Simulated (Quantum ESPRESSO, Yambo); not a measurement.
# TiO2 (Rutile): G0W0 on several meshes in Yambo, part 2 of 2

Aim: the GW shift of TiO2 (Rutile) against the k mesh.

Quantum ESPRESSO 7.5 and Yambo 5.3.0; PBE and many-body steps on it, plane waves. Known limits of the many-body steps: not at the basis limit; coarse k mesh.

So far. Step 5 (Empty states on the mesh, 2×2×4 mesh, 89 bands): On this mesh the gap is 1.917 eV. Step 7 (2×2×4): Against G0W0 in Yambo (2×2×2 mesh, 89 bands, screening to 122.5 eV, Godby-Needs plasmon pole), the gap moves by −0.024 eV.

**8. Empty states on the mesh, 4×4×6 mesh, 89 bands**

This step: Quantum ESPRESSO 7.5; DFT, PBE, plane waves, norm-conserving pseudopotentials.

Contents of pw.in:

```
&control
  calculation = 'nscf'
  prefix = 'x'
  outdir = 'o'
  pseudo_dir = 'pseudo'
/
&system
  ibrav = 0
  nat = 6
  ntyp = 2
  ecutwfc = 76.0
  nbnd = 89
  force_symmorphic = .true.
/
&electrons
  conv_thr = 1e-9
  electron_maxstep = 80
  diago_full_acc = .true.
  diago_thr_init = 5e-6
/
ATOMIC_SPECIES
  Ti 47.867 Ti.upf
  O 15.999 O.upf
CELL_PARAMETERS angstrom
  4.5922000000 0.0000000000 0.0000000000
  0.0000000000 4.5922000000 0.0000000000
  0.0000000000 0.0000000000 2.9574000000
ATOMIC_POSITIONS crystal
  Ti 0.0000000000 0.0000000000 0.0000000000
  Ti 0.5000000000 0.5000000000 0.5000000000
  O 0.3049600000 0.3049600000 0.0000000000
  O 0.1950400000 0.8049600000 0.5000000000
  O 0.6950400000 0.6950400000 0.0000000000
  O 0.8049600000 0.1950400000 0.5000000000
K_POINTS automatic
  4 4 6 0 0 0
```

On the command line:

```bash
$ OMP_NUM_THREADS=1 mpirun -n 8 pw.x -nk 4 -in pw.in > pw.out
```

The log of the run:

```text
[banner, memory and clock lines left out]
Program PWSCF v.7.5 starts

     Atomic positions and unit cell read from directory:
     o/x.save/

     Message from routine setup:
     using ibrav=0 with symmetry is DISCOURAGED, use correct ibrav instead

     bravais-lattice index     =            0
     lattice parameter (alat)  =       8.6780  a.u.
     unit-cell volume          =     420.8703 (a.u.)^3
     number of atoms/cell      =            6
     number of atomic types    =            2
     number of electrons       =        48.00
[...]
5.3278   6.6120   6.6120   7.1748   8.4480   8.7088   8.7088   9.1605
[...]
60.6919

          k = 0.0000 0.0000 0.2588 (  4679 PWs)   bands (ev):

[...]
61.1394

          k = 0.0000 0.0000 0.5176 (  4668 PWs)   bands (ev):

[...]
49.2291  49.7290  49.7290  51.6108  53.1332  53.7247  53.7836  53.7836
    54.8305  54.8305  55.1537  58.0402  58.0402  59.0488  59.3127  59.7077
    59.7774

          k = 0.0000 0.0000-0.7764 (  4648 PWs)   bands (ev):

     [... further k-points ...]

     highest occupied, lowest unoccupied level (ev):     9.1605   11.0770

     XML data file, pseudopotentials, collected wavefunctions
```

Run time: 11 s. Hardware: 8 MPI ranks of Arm Neoverse V2, shared host; peak memory 0.52 GiB.

This step gave:

```
gap                                                           : 1.917 eV
k of the valence top                                          : 0, 0, 0
k of the conduction bottom                                    : 0, 0, 0
least direct gap                                              : 1.917 eV
k points computed                                             : 28
lowest point of the top converged band, above the valence top : 49.38 eV
```

On this mesh the gap is 1.917 eV.

**9. Conversion and set-up**

This step: Yambo 5.3.0; conversion and set-up on PBE, plane waves, norm-conserving pseudopotentials.

On the command line:

```bash
$ (cd o/x.save; p2y > p2y.log; mv SAVE ../..); yambo > setup.log
```

The log of the run:

```text
 Yambo, version 5.3.0

 [02] CORE Variables Setup
 =========================

  [02.01] Unit cells
  ==================

  Cell kind             :  Unknown
  Atoms in the cell     :  Ti  O
  number of Ti atoms    :  2
  number of O  atoms    :   4

  List of atomic masses
  Mass of Ti    :  47.86700
  Mass of O     :  15.99900

  List of atomic coordinates    : [cc]
  Ti1       :  0.000000  0.000000  0.000000  order 1
  Ti2       :  4.339000  4.339000  2.794338  order 2
  O1       :  2.646443  2.646443  0.000000  order 3
  O2       :  1.692557  6.985443  2.794338  order 4
[...]
K/Q-points units:
 rlu = crystal or reduced units; cc = cartesian coordinates; iku = interal k-units

 Q [ 1]         [rlu]:  0.000000  0.000000  0.000000
 Q [ 2]         [rlu]:  0.000000  0.000000  0.166667
 Q [ 3]         [rlu]:  0.000000  0.000000  0.333333
[...]
Q [ 8]         [rlu]:  0.000000  0.250000 -0.500000
 Q [ 9]         [rlu]:  0.000000 -0.500000  0.000000
 Q [10]         [rlu]:  0.000000 -0.500000  0.166667
     [... 16 further rows ...]
 Q [27]         [rlu]: -0.250000  0.250000 -0.333333
 Q [28]         [rlu]: -0.250000  0.250000  0.500000

  [03.01] X indexes
  =================

   [03.01.01] Sigma indexes
   ========================

 [06] Game Over & Game summary
```

The job ended after 2.6 s (1 MPI rank; peak memory 0.25 GiB).

**10. 4×4×6**

This step: G0W0 on PBE, plane waves, norm-conserving pseudopotentials.

Contents of gw15.in:

```
HF_and_locXC
gw0
dyson
ppa
em1d
rim_cut
RandQpts= 1000000
RandGvec= 1 RL
EXXRLvcs= 76 Ry
VXCRLvcs= 304 Ry
Chimod= "HARTREE"
% BndsRnXp
 1 | 89 |
%
NGsBlkXp= 9 Ry
% LongDrXp
 1 | 1 | 1 |
%
% GbndRnge
 1 | 89 |
%
DysSolver= "n"
ExtendOut
PPAPntXp= 27.21138 eV
% QPkrange
 1 | 1 | 23 | 26 |
%
```

On the command line:

```bash
$ OMP_NUM_THREADS=2 mpirun -n 4 yambo -F gw15.in -J gw15 -C gw15 > gw15.log
```

The log of the run:

```text
 Yambo, version 5.3.0

 [02] CORE Variables Setup
 =========================

  [... cell, symmetries and grids as in the set-up ...]

  [02.05] Energies & Occupations
  ==============================

  [X] === General ===
  [X] Electronic Temperature                        :  0.000000  0.000000 [eV K]
  [X] Bosonic    Temperature                        :  0.000000  0.000000 [eV K]
  [X] Finite Temperature mode                       : no
  [X] El. density                                   :  0.76964E+24 [cm-3]
[...]
Sx RL components                                 :   4695

   QP @ state[ 1 ] K range                          :  1  1
   QP @ state[ 1 ] b range                          :  23  26
   GF energies kind                                 : Perdew, Burke & Ernzerhof(X)+Perdew, Burke & Ernzerhof(C)
   GF WF`s kind                                     : Perdew, Burke & Ernzerhof(X)+Perdew, Burke & Ernzerhof(C)
   Xs energies kind                                 : Perdew, Burke & Ernzerhof(X)+Perdew, Burke & Ernzerhof(C)
   Xs WF`s kind                                     : Perdew, Burke & Ernzerhof(X)+Perdew, Burke & Ernzerhof(C)

 [11] Game Over & Game summary
```

It took 2.3 min on 4 MPI ranks; peak memory 3.2 GiB.

Numbers from this step:

```yaml
g0w0_gap_on_the_points_computed: 3.400 eV
starting_gap_on_the_mesh: 1.917 eV
k_of_the_valence_top: 0, 0, 0
k_of_the_conduction_bottom: 0, 0, 0
least_direct_g0w0_gap_on_the_computed_points: 3.400 eV
```

Against G0W0 in Yambo (2×2×2 mesh, 89 bands, screening to 122.5 eV, Godby-Needs plasmon pole), the gap moves by +0.018 eV.

**11. The runs together**

Times are wall times on 4 MPI ranks of Arm Neoverse V2, shared host, good to a factor of about two.

```tsv
run	mesh	bands	screening cutoff (eV)	DFT gap (eV)	gap on the mesh (eV)	direct (eV)	time
2×2×2	2×2×2	89	122.5	1.917	3.382	3.382	6.4 s
2×2×4	2×2×4	89	122.5	1.917	3.358	3.358	12 s
4×4×6	4×4×6	89	122.5	1.917	3.400	3.400	2.3 min
```

**12. Outcome**

| Property | Result |
| --- | --- |
| 2×2×2 | 3.382 eV |
| 2×2×4 | 3.358 eV |
| 4×4×6 | 3.400 eV |
| known limits | not at the basis limit; coarse k mesh |

**Reading.** 2×2×4: −0.024 eV against 2×2×2. 4×4×6: +0.018 eV against 2×2×2. Bands and cutoff are finite, so the gap is not at the basis limit. The miss can reach some tenths of an eV and take either sign; the mesh is an error of its own. In the G0W0 runs levels were corrected at 1 k point alone, so a gap called «on the mesh» is the least over those, and an edge elsewhere would be missed. The 2×2×2 mesh is coarse for this cell, which bears on the long-range parts of exchange and screening.

[Paths, hosts, dates, memory and timing lines, banners, echoed tables and standing remarks are left out of the program output.]

[Logs are printed without paths, hosts, clocks, repeated set-up lines and the standing remarks that a program may print on its own settings, such as how far it seeks lower states.]

[Runs of the session that timed out or met a known fault of the program may be left out.]

[Hosts, paths, dates, database ids (printed as entryN), source tags and the programs' standing remarks are cut or masked in the printed files.]
